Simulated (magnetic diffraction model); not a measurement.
## La4Mn4S7O3: what an assumed order does to the neutron pattern

Space group Cm (no. 8), a = 9.1670 Å, b = 18.1440 Å, c = 6.4820 Å, β = 134.24°.

| site | atom | x | y | z |
| --- | --- | --- | --- | --- |
| 4b | La | 0.2658 | 0.6383 | 0.4970 |
| 4b | La | 0.2434 | 0.8633 | 0.4716 |
| 2a | Mn | 0.7009 | 0 | 0.9126 |
| 4b | Mn | 0.2541 | 0.7474 | 0.0033 |
| 2a | Mn | 0.2963 | 0 | 0.0104 |
| 4b | S | 0.3582 | 0.6052 | 0.1873 |
| 4b | S | 0.1308 | 0.8931 | 0.9600 |
| 4b | S | 0.9881 | 0.7200 | 0.9828 |
| 2a | S | 0.3660 | 0 | 0.7233 |
| 4b | O | 0.5176 | 0.7794 | 0.5025 |
| 2a | O | 0.6340 | 0 | 0.4918 |

The compound is invented for this exercise: a known structure type with other elements, its cell scaled to their sizes and not relaxed.

Only Mn is taken to order (form factors of Mn2+); orders and moment sizes are assumed, and not adapted to the symmetry. Radiation: neutrons of λ = 2.41 Å, 8° to 30°; isotropic B of 0.11 Å² (La), 0.14 Å² (Mn), 0.16 Å² (S) and 0.21 Å² (O). The intensities are simulated: I ∝ L Σ (|F_N|² + |F_M⊥|²) for unpolarised neutrons, with F_M = 2.695 fm/μB × Σ f(s) S exp(2πi Q·r) exp(−B s²) at Q = H ± k (one set where k and −k are equivalent), only the part normal to Q counting and L = 1/(sin²θ cos θ). For collinear order S is the moment m, which repeats by lattice and centring translations R with the sign exp(−2πi k·R). Form factors are spin-only for 3d ions and dipole or tabulated for f ions, scattering lengths are Sears's of 1992, and absorption is left out. A label names one of the reflections at its angle. The strongest nuclear line in the range is 100, and lines under 0.2 are left out.

Assume the order k = (0 0 0), collinear moments along [100], 4.32 μB on Mn; signs + at (0.7009, 0, 0.9126), − at (0.2541, 0.7474, 0.0033), + at (0.7541, 0.7526, 0.0033), − at (0.2963, 0, 0.0104).

Q: Where does magnetic intensity appear, and how strong is it?

| 2θ (°) | index | nuclear | magnetic |
| --- | --- | --- | --- |
| 15.27 | (0 2 0) | 100.0 | 0.6 |
| 22.50 | (1 1 0) | 5.5 | 463.9 |
| 22.77 | (1 1 -1) | 14.2 | 481.5 |

The strongest magnetic line in the range is (1 1 -1) at 22.77° (481.5). On top of the Lorentz factor, which all lines share, magnetic lines fade with angle because f falls: for Mn2+ it is 0.90, 0.66, 0.41 and 0.12 at sin θ/λ = 0.1, 0.2, 0.3 and 0.5 Å⁻¹, while nuclear lengths stay constant. The order has no net moment.
